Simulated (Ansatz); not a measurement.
# TlSe3F (built on the sites of a database entry of TlIO3): a soft mode frozen in, part 2 of 3

Which phase does TlSe3F (built on the sites of a database entry of TlIO3) fall into along its unstable mode, and how much energy does it gain?

Ansatz 0.2.0; DFT PBEsol, scalar-relativistic, plane waves, PAW.

So far, highest frequency on the path or at a solved wavevector (cm⁻¹): step 2 (response at finite wavevector) 310. Also lowest frequency on the path (cm⁻¹): step 2 -52.3.

The structure was built from a prototype and need not be the compound's stable phase.

## 5. Energy along the mode, all amplitudes (two of the runs are shown above)

An imaginary frequency means negative curvature, so the energy should fall and then rise again as anharmonic terms take over.

Numbers from this step:

- depth at the lowest point sampled: 3.233 meV/atom
- largest atomic shift at that point: 0.32 Å

Energy from the parent against largest atomic shift:

```
largest atomic shift (Å)  energy from the parent (meV/atom)
                   0.000                                  0
                   0.040                             -0.091
                   0.080                             -0.356
                   0.140                              -1.01
                   0.220                              -2.13
                   0.320                              -3.23
                   0.450                              -2.53
                   0.600                               3.94
```

Displacement at unit largest shift by atom:

```
atom   x (Å)   y (Å)   z (Å)   size
 Tl1  -0.055   0.095   0.000  0.110
 Tl2   0.055  -0.095   0.000  0.110
  F3  -0.500   0.866   0.000  1.000
  F4   0.500  -0.866   0.000  1.000
 Se5   0.352  -0.609   0.000  0.703
 Se6  -0.352   0.609   0.000  0.703
 Se7   0.222   0.400  -0.198  0.498
 Se8  -0.222  -0.400   0.198  0.498
 Se9  -0.458   0.008   0.198  0.499
Se10   0.458  -0.008  -0.198  0.499
```

The lowest of the steps tried is at 0.32 Å, 3.23 meV/atom below the parent; the bottom of the well need not coincide with a step.

## 6. Relaxing from the distorted cell

Starting from the lowest point found, all atoms and the cell are let go, so that strain and other modes of the same symmetry can join in.

input.yaml

```yaml
crystal:
  lattice:
    - [3.4285232222, 1.9794570636, 2.961194869]
    - [-3.4285232222, 5.9383764157, 3.4926e-06]
    - [-3.4285232222, -1.9794622884, 5.9223862454]
  atoms:
    - { symbol: Tl, position: [0.895473117, 0.0051211646, 0.895473117] }
    - { symbol: Tl, position: [0.895473117, 0.4948788354, 0.395473117] }
    - { symbol: F, position: [0.6268922782, 0.0466673228, 0.6268922782] }
    - { symbol: F, position: [0.6268922782, 0.4533326772, 0.1268922782] }
    - { symbol: Se, position: [0.0372437745, -0.0328139016, 0.3890454202] }
    - { symbol: Se, position: [0.0372437745, 0.5328139016, 0.8890454202] }
    - { symbol: Se, position: [0.4030874558, 0.8350968609, 0.1954369618] }
    - { symbol: Se, position: [0.3750033846, 0.3131014934, 0.7308522329] }
    - { symbol: Se, position: [0.3750033846, 0.1868985066, 0.2308522329] }
    - { symbol: Se, position: [0.4030874558, 0.6649031391, 0.6954369618] }
kpoints:
  mp_grid: { grid: [6, 6, 4] }
hamiltonian:
  xc: pbesol
scf:
  occupations: { method: fixed }
output:
  forces: true
  stress: true
  eigenvalues: true
relax:
  adjacent_minimum: "off"
  f_tol: 0.002
  max_steps: 120
  cell: { stress_tol: 0.03 }
```

Run with:

```console
> ansatz run input.yaml --threads 8 --pin off --max-ram 14336MiB --backend cpu --events-out ev --progress --plain --runs-dir out
```

Numbers of over 12 decimals in the logs are rounded to 6 here.

Log:

```text
[...]
Crystal: 10 atoms, lattice volume = 241.158 Å³
Basis set: ecut = 420 eV, 4717 PW (Γ), exchange–correlation on 72×96×96 points (8 copies of the dense FFT grid, shifted against one another)
Bands: 82, of which v1, the nominal top of the filled ones, is band 68 counted from 1 (67 counted from 0)
Symmetry: 2 space group operations
[...]
k-points: 56 of 144 (time reversal used)
[...]
SCF iter   1: F=—  HF=-56735.222295 eV  |F-HF|=—  |Δ(HF+E_count)|=         —  Δρ=1.20e-2  dr2=3.12e-1  ethr=1.77e-3  ⟨swp⟩=4.3  Hψ=14842  notcnv=0  defer=671
[...]
SCF iter   9: F=-56735.152943 eV  HF=-56735.152943 eV  |F-HF|=1.82e-9  |Δ(HF+E_count)|=   8.76e-8  Δρ=2.09e-6  dr2=1.57e-8  ethr=7.35e-11  ⟨swp⟩=10.7  Hψ=22066  notcnv=0
SCF 1 converged in 9 iterations: F = -56735.152943 eV  dr2 = 1.57e-8
[...]
relax step   1: F+E_penalty+E_count = -56735.15294293 eV  Δ(F+E_penalty+E_count) = +0.000e0 eV  max|allowed force component| = 2.187e-1 eV/Å  Δτ_max = 0.0000 Å  P = -0.236 GPa  Ω = 241.158 Å³  (9 SCF iters, dr2 threshold 1.00e-7 eV, accepted)
Crystal: 10 atoms, lattice volume = 241.889 Å³
Basis set: ecut = 420 eV, 4725 PW (Γ), exchange–correlation on 72×96×96 points (8 copies of the dense FFT grid, shifted against one another)
[...]
iter 1 solved again at ethr=5.45e-4 eV; its pass at ethr=3.10e-3 eV (dr2=7.41e-1 eV) is discarded
[...]
SCF iter   8: F=-56735.170809 eV  HF=-56735.170809 eV  |F-HF|=2.78e-7  |Δ(HF+E_count)|=   2.90e-6  Δρ=1.17e-5  dr2=4.29e-7  ethr=7.35e-10  ⟨swp⟩=10.5  Hψ=23871  notcnv=0
SCF 2 converged in 8 iterations: F = -56735.170809 eV  dr2 = 4.29e-7
relax step   2: F+E_penalty+E_count = -56735.17080945 eV  Δ(F+E_penalty+E_count) = -1.787e-2 eV  max|allowed force component| = 1.562e-1 eV/Å  Δτ_max = 0.1931 Å  P = +0.144 GPa  Ω = 241.889 Å³  energy of the carried Pulay correction = -5.780e-4 eV  (8 SCF iters, dr2 threshold 1.00e-6 eV, accepted)
Crystal: 10 atoms, lattice volume = 241.243 Å³
Basis set: ecut = 420 eV, 4721 PW (Γ), exchange–correlation on 72×96×96 points (8 copies of the dense FFT grid, shifted against one another)
[...]
SCF iter   8: F=-56735.213547 eV  HF=-56735.213547 eV  |F-HF|=1.48e-7  |Δ(HF+E_count)|=   8.90e-7  Δρ=8.37e-6  dr2=1.94e-7  ethr=7.35e-10  ⟨swp⟩=10.6  Hψ=23737  notcnv=0
SCF 3 converged in 8 iterations: F = -56735.213547 eV  dr2 = 1.94e-7
relax step   3: F+E_penalty+E_count = -56735.21354743 eV  Δ(F+E_penalty+E_count) = -4.274e-2 eV  max|allowed force component| = 1.502e-1 eV/Å  Δτ_max = 0.1185 Å  P = +0.115 GPa  Ω = 241.243 Å³  energy of the carried Pulay correction = -6.702e-5 eV  (8 SCF iters, dr2 threshold 1.00e-6 eV, accepted)
[... from here on, the SCF cycles and remarks between the steps are left out ...]
relax step   4: F+E_penalty+E_count = -56735.29782023 eV  Δ(F+E_penalty+E_count) = -8.427e-2 eV  max|allowed force component| = 2.357e-1 eV/Å  Δτ_max = 0.1953 Å  P = -0.296 GPa  Ω = 242.989 Å³  energy of the carried Pulay correction = -1.445e-3 eV  (8 SCF iters, dr2 threshold 1.00e-6 eV, accepted)
relax step   5: F+E_penalty+E_count = -56735.43439965 eV  Δ(F+E_penalty+E_count) = -1.366e-1 eV  max|allowed force component| = 2.587e-1 eV/Å  Δτ_max = 0.1979 Å  P = -0.328 GPa  Ω = 244.551 Å³  energy of the carried Pulay correction = -2.669e-3 eV  (9 SCF iters, dr2 threshold 1.00e-6 eV, accepted)
relax step   6: F+E_penalty+E_count = -56735.60523244 eV  Δ(F+E_penalty+E_count) = -1.708e-1 eV  max|allowed force component| = 3.420e-1 eV/Å  Δτ_max = 0.1921 Å  P = +0.280 GPa  Ω = 245.576 Å³  energy of the carried Pulay correction = -3.469e-3 eV  (9 SCF iters, dr2 threshold 1.00e-6 eV, accepted)
relax step   7: F+E_penalty+E_count = -56735.56336956 eV  Δ(F+E_penalty+E_count) = +4.186e-2 eV  max|allowed force component| = 7.144e-1 eV/Å  Δτ_max = 0.1950 Å  P = +2.466 GPa  Ω = 251.554 Å³  energy of the carried Pulay correction = -8.064e-3 eV  (9 SCF iters, dr2 threshold 1.00e-6 eV, rejected (line search))
relax step   8: F+E_penalty+E_count = -56735.69682396 eV  Δ(F+E_penalty+E_count) = -9.159e-2 eV  max|allowed force component| = 1.423e-1 eV/Å  Δτ_max = 0.0822 Å  P = +0.059 GPa  Ω = 253.716 Å³  energy of the carried Pulay correction = -9.698e-3 eV  (14 SCF iters, accepted)
relax step   9: F+E_penalty+E_count = -56735.73022947 eV  Δ(F+E_penalty+E_count) = -3.341e-2 eV  max|allowed force component| = 1.760e-1 eV/Å  Δτ_max = 0.1000 Å  P = -0.050 GPa  Ω = 256.765 Å³  energy of the carried Pulay correction = -1.198e-2 eV  (8 SCF iters, dr2 threshold 1.00e-6 eV, accepted)
relax step  10: F+E_penalty+E_count = -56735.76471567 eV  Δ(F+E_penalty+E_count) = -3.449e-2 eV  max|allowed force component| = 2.488e-1 eV/Å  Δτ_max = 0.1466 Å  P = +0.222 GPa  Ω = 264.170 Å³  energy of the carried Pulay correction = -1.740e-2 eV  (9 SCF iters, dr2 threshold 1.00e-6 eV, accepted)
relax step  11: F+E_penalty+E_count = -56735.84326452 eV  Δ(F+E_penalty+E_count) = -7.855e-2 eV  max|allowed force component| = 2.432e-1 eV/Å  Δτ_max = 0.2000 Å  P = -0.105 GPa  Ω = 264.983 Å³  energy of the carried Pulay correction = -1.799e-2 eV  (9 SCF iters, dr2 threshold 1.00e-6 eV, accepted)
relax step  12: F+E_penalty+E_count = -56735.91801517 eV  Δ(F+E_penalty+E_count) = -7.475e-2 eV  max|allowed force component| = 2.120e-1 eV/Å  Δτ_max = 0.1958 Å  P = -0.063 GPa  Ω = 262.531 Å³  energy of the carried Pulay correction = -1.622e-2 eV  (9 SCF iters, dr2 threshold 1.00e-6 eV, accepted)
relax step  13: F+E_penalty+E_count = -56736.00444198 eV  Δ(F+E_penalty+E_count) = -8.643e-2 eV  max|allowed force component| = 1.930e-1 eV/Å  Δτ_max = 0.0755 Å  P = -0.118 GPa  Ω = 255.897 Å³  energy of the carried Pulay correction = -1.133e-2 eV  (8 SCF iters, dr2 threshold 1.00e-6 eV, accepted)
relax step  14: F+E_penalty+E_count = -56736.12781566 eV  Δ(F+E_penalty+E_count) = -1.234e-1 eV  max|allowed force component| = 2.895e-1 eV/Å  Δτ_max = 0.1609 Å  P = -0.138 GPa  Ω = 248.944 Å³  energy of the carried Pulay correction = -6.071e-3 eV  (8 SCF iters, dr2 threshold 1.00e-6 eV, accepted)
relax step  15: F+E_penalty+E_count = -56736.19036304 eV  Δ(F+E_penalty+E_count) = -6.255e-2 eV  max|allowed force component| = 1.927e-1 eV/Å  Δτ_max = 0.1842 Å  P = +0.873 GPa  Ω = 239.005 Å³  energy of the carried Pulay correction = +1.714e-3 eV  (8 SCF iters, dr2 threshold 1.00e-6 eV, accepted)
[...]
relax step  59: F+E_penalty+E_count = -56736.63996168 eV  Δ(F+E_penalty+E_count) = -2.805e-3 eV  max|allowed force component| = 1.536e-2 eV/Å  Δτ_max = 0.0256 Å  P = -0.032 GPa  Ω = 247.965 Å³  energy of the carried Pulay correction = -2.306e-3 eV  (7 SCF iters, dr2 threshold 2.00e-7 eV, accepted)
relax step  60: F+E_penalty+E_count = -56736.64068036 eV  Δ(F+E_penalty+E_count) = -7.187e-4 eV  max|allowed force component| = 2.124e-2 eV/Å  Δτ_max = 0.0180 Å  P = -0.013 GPa  Ω = 248.185 Å³  energy of the carried Pulay correction = -2.550e-3 eV  (8 SCF iters, dr2 threshold 5.02e-8 eV, accepted)
relax step  61: F+E_penalty+E_count = -56736.64072403 eV  Δ(F+E_penalty+E_count) = -4.368e-5 eV  max|allowed force component| = 1.972e-2 eV/Å  Δτ_max = 0.0049 Å  P = -0.012 GPa  Ω = 248.298 Å³  energy of the carried Pulay correction = -2.655e-3 eV  (7 SCF iters, dr2 threshold 2.82e-8 eV, accepted)
relax step  62: F+E_penalty+E_count = -56736.64019332 eV  Δ(F+E_penalty+E_count) = +5.307e-4 eV  max|allowed force component| = 2.471e-2 eV/Å  Δτ_max = 0.0156 Å  P = +0.036 GPa  Ω = 248.715 Å³  energy of the carried Pulay correction = -3.042e-3 eV  (8 SCF iters, dr2 threshold 2.43e-8 eV, rejected (line search))
relax step  63: F+E_penalty+E_count = -56736.64078929 eV  Δ(F+E_penalty+E_count) = -6.526e-5 eV  max|allowed force component| = 4.065e-3 eV/Å  Δτ_max = 0.0075 Å  P = -0.000 GPa  Ω = 248.417 Å³  energy of the carried Pulay correction = -2.768e-3 eV  (11 SCF iters, accepted)
relax step  64: F+E_penalty+E_count = -56736.64075682 eV  Δ(F+E_penalty+E_count) = +3.247e-5 eV  max|allowed force component| = 2.618e-3 eV/Å  Δτ_max = 0.0022 Å  P = +0.001 GPa  Ω = 248.472 Å³  energy of the carried Pulay correction = -2.817e-3 eV  (8 SCF iters, dr2 threshold 1.03e-9 eV, accepted)
relax step  65: F+E_penalty+E_count = -56736.64076263 eV  Δ(F+E_penalty+E_count) = -5.811e-6 eV  max|allowed force component| = 1.523e-3 eV/Å  Δτ_max = 0.0014 Å  P = -0.005 GPa  Ω = 248.471 Å³  energy of the carried Pulay correction = -2.817e-3 eV  (8 SCF iters, dr2 threshold 4.28e-10 eV, accepted)
relax step  66: F+E_penalty+E_count = -56736.64880487 eV  Δ(F+E_penalty+E_count) = -8.042e-3 eV  max|allowed force component| = 1.533e-3 eV/Å  Δτ_max = 0.0000 Å  P = +0.027 GPa  Ω = 248.471 Å³  stress off target by 1.31e-1 GPa  SCF on the basis re-selected at this cell (its energy is not comparable with the rows above)  (10 SCF iters)
relax step  67: F+E_penalty+E_count = -56736.64919763 eV  Δ(F+E_penalty+E_count) = -3.928e-4 eV  max|allowed force component| = 1.188e-2 eV/Å  Δτ_max = 0.0110 Å  P = +0.024 GPa  Ω = 248.738 Å³  energy of the carried Pulay correction = -2.374e-4 eV  (8 SCF iters, dr2 threshold 4.28e-8 eV, accepted)
relax step  68: F+E_penalty+E_count = -56736.64908288 eV  Δ(F+E_penalty+E_count) = +1.148e-4 eV  max|allowed force component| = 1.893e-2 eV/Å  Δτ_max = 0.0223 Å  P = -0.036 GPa  Ω = 249.294 Å³  energy of the carried Pulay correction = -7.151e-4 eV  (9 SCF iters, dr2 threshold 1.38e-8 eV, accepted)
relax step  69: F+E_penalty+E_count = -56736.64927994 eV  Δ(F+E_penalty+E_count) = -1.971e-4 eV  max|allowed force component| = 1.579e-2 eV/Å  Δτ_max = 0.0140 Å  P = -0.027 GPa  Ω = 249.393 Å³  energy of the carried Pulay correction = -8.174e-4 eV  (8 SCF iters, dr2 threshold 2.24e-8 eV, accepted)
relax step  70: F+E_penalty+E_count = -56736.64962989 eV  Δ(F+E_penalty+E_count) = -3.499e-4 eV  max|allowed force component| = 5.427e-3 eV/Å  Δτ_max = 0.0037 Å  P = -0.002 GPa  Ω = 249.192 Å³  energy of the carried Pulay correction = -6.549e-4 eV  (7 SCF iters, dr2 threshold 1.56e-8 eV, accepted)
relax step  71: F+E_penalty+E_count = -56736.64974648 eV  Δ(F+E_penalty+E_count) = -1.166e-4 eV  max|allowed force component| = 3.556e-3 eV/Å  Δτ_max = 0.0070 Å  P = +0.002 GPa  Ω = 249.161 Å³  energy of the carried Pulay correction = -6.297e-4 eV  (9 SCF iters, dr2 threshold 1.84e-9 eV, accepted)
relax step  72: F+E_penalty+E_count = -56736.64971581 eV  Δ(F+E_penalty+E_count) = +3.068e-5 eV  max|allowed force component| = 3.191e-3 eV/Å  Δτ_max = 0.0070 Å  P = -0.006 GPa  Ω = 249.231 Å³  energy of the carried Pulay correction = -6.894e-4 eV  (10 SCF iters, dr2 threshold 7.90e-10 eV, accepted)
relax step  73: F+E_penalty+E_count = -56736.64967113 eV  Δ(F+E_penalty+E_count) = +4.467e-5 eV  max|allowed force component| = 1.801e-3 eV/Å  Δτ_max = 0.0035 Å  P = -0.003 GPa  Ω = 249.298 Å³  energy of the carried Pulay correction = -7.432e-4 eV  (9 SCF iters, dr2 threshold 6.36e-10 eV, accepted)
Basis set: ecut = 420 eV, 4901 PW (Γ), exchange–correlation on 54×128×96 points (8 copies of the dense FFT grid, shifted against one another)
[...]
SCF iter   9: F=-56736.650765 eV  HF=-56736.650765 eV  |F-HF|=1.46e-11  |Δ(HF+E_count)|=  1.02e-10  Δρ=3.47e-8  dr2=4.35e-12  ethr=1.00e-12  ⟨swp⟩=10.2  Hψ=23360  notcnv=0
SCF 74 converged in 9 iterations: F = -56736.650765 eV  dr2 = 4.35e-12
relax step  74: F+E_penalty+E_count = -56736.65076499 eV  Δ(F+E_penalty+E_count) = -1.094e-3 eV  max|allowed force component| = 1.739e-3 eV/Å  Δτ_max = 0.0000 Å  P = +0.001 GPa  Ω = 249.298 Å³  stress off target by 1.97e-2 GPa  SCF on the basis re-selected at this cell (its energy is not comparable with the rows above)  (9 SCF iters)
[...]
SCF converged after 9 iterations
Free energy (F): -56736.650765 eV
[...]
Internal energy: -56736.650765 eV  (E = F + TS)
E sigma→0 (E₀):  -56736.650765 eV
Fermi energy:    6.686152 eV
[...]
--- Forces (eV/Å), atoms counted from 1 ---
  atom   1  Tl     0.00048864    -0.00015261     0.00025291
  atom   2  Tl     0.00011215     0.00049948     0.00025291
  atom   3  F     -0.00169077     0.00024050     0.00094954
  atom   4  F     -0.00063711    -0.00158450     0.00094954
  atom   5  Se     0.00116914     0.00133350    -0.00081820
  atom   6  Se     0.00173942     0.00034575    -0.00081820
  atom   7  Se     0.00003246     0.00035056     0.00059079
  atom   8  Se    -0.00082162    -0.00034717    -0.00097495
  atom   9  Se    -0.00071146    -0.00053796    -0.00097495
  atom  10  Se     0.00031982    -0.00014717     0.00059079
  max |Σ_I F_I| component: 6.55e-7 eV/Å
--- Stress (GPa, compression-positive) ---
        0.005594      -0.008119       0.001950
       -0.008119       0.014969       0.001126
        0.001950       0.001126      -0.018670
  P = ⅓ Tr σ = 0.0006 GPa (0.006 kbar)
--- Band table (eV; the first three rows and the last of 56) ---
  k-point 0: bands = [... 64 lower, 5.2906, 5.6779, 5.8328, 5.9269, 7.6636, 7.9658, 8.2539, 8.3398, ... 10 higher]
  k-point 1: bands = [... 64 lower, 5.4442, 5.7752, 5.8839, 5.9360, 7.6015, 7.8593, 8.1011, 8.3058, ... 10 higher]
  k-point 2: bands = [... 64 lower, 5.6637, 5.6637, 6.0889, 6.0889, 7.8085, 7.8085, 8.2065, 8.2065, ... 10 higher]
  k-point 55: bands = [... 64 lower, 5.2629, 5.2629, 6.0274, 6.0274, 7.7049, 7.7049, 8.9025, 8.9025, ... 10 higher]
--- Relaxed structure (70 steps of the walk, 65 accepted, 4 SCFs on fresh bases) ---
  F+E_penalty+E_count = -56736.65076499 eV   max|allowed force component| = 1.739e-3 eV/Å   (the final SCF, on the basis selected at the relaxed cell)
  cell:  # Å, volume = 249.2985 Å³
    - [2.439887, 1.408667, 2.882470]
    - [-4.737621, 8.205800, 4.826166384905767e-6]
    - [-2.693589, -1.555148, 6.156591]
  atoms:
    - { symbol: Tl, position: [1.112672, 0.101498, 0.877943] }
    - { symbol: Tl, position: [1.112672, 0.398502, 0.377943] }
    - { symbol: F, position: [0.712237, -0.0093691, 0.702552] }
    - { symbol: F, position: [0.712237, 0.509369, 0.202552] }
    - { symbol: Se, position: [-0.074324, -0.116209, 0.411335] }
    - { symbol: Se, position: [-0.074324, 0.616209, 0.911335] }
    - { symbol: Se, position: [0.229268, 0.804308, 0.054258] }
    - { symbol: Se, position: [0.357847, 0.441459, 0.791613] }
    - { symbol: Se, position: [0.357847, 0.058541, 0.291613] }
    - { symbol: Se, position: [0.229268, 0.695692, 0.554258] }
```

Wall time 5.5 min (8 threads of AMD EPYC 9R45, shared host); peak memory 1.7 GiB.

(Part 2 of 3 ends here.)

[Logs are printed without paths, hosts, clocks, repeated set-up lines and the standing remarks that a program may print on its own settings, such as how far it seeks lower states.]

[Hosts, paths, dates, database ids (printed as entryN), source tags and the programs' standing remarks are cut or masked in the printed files.]
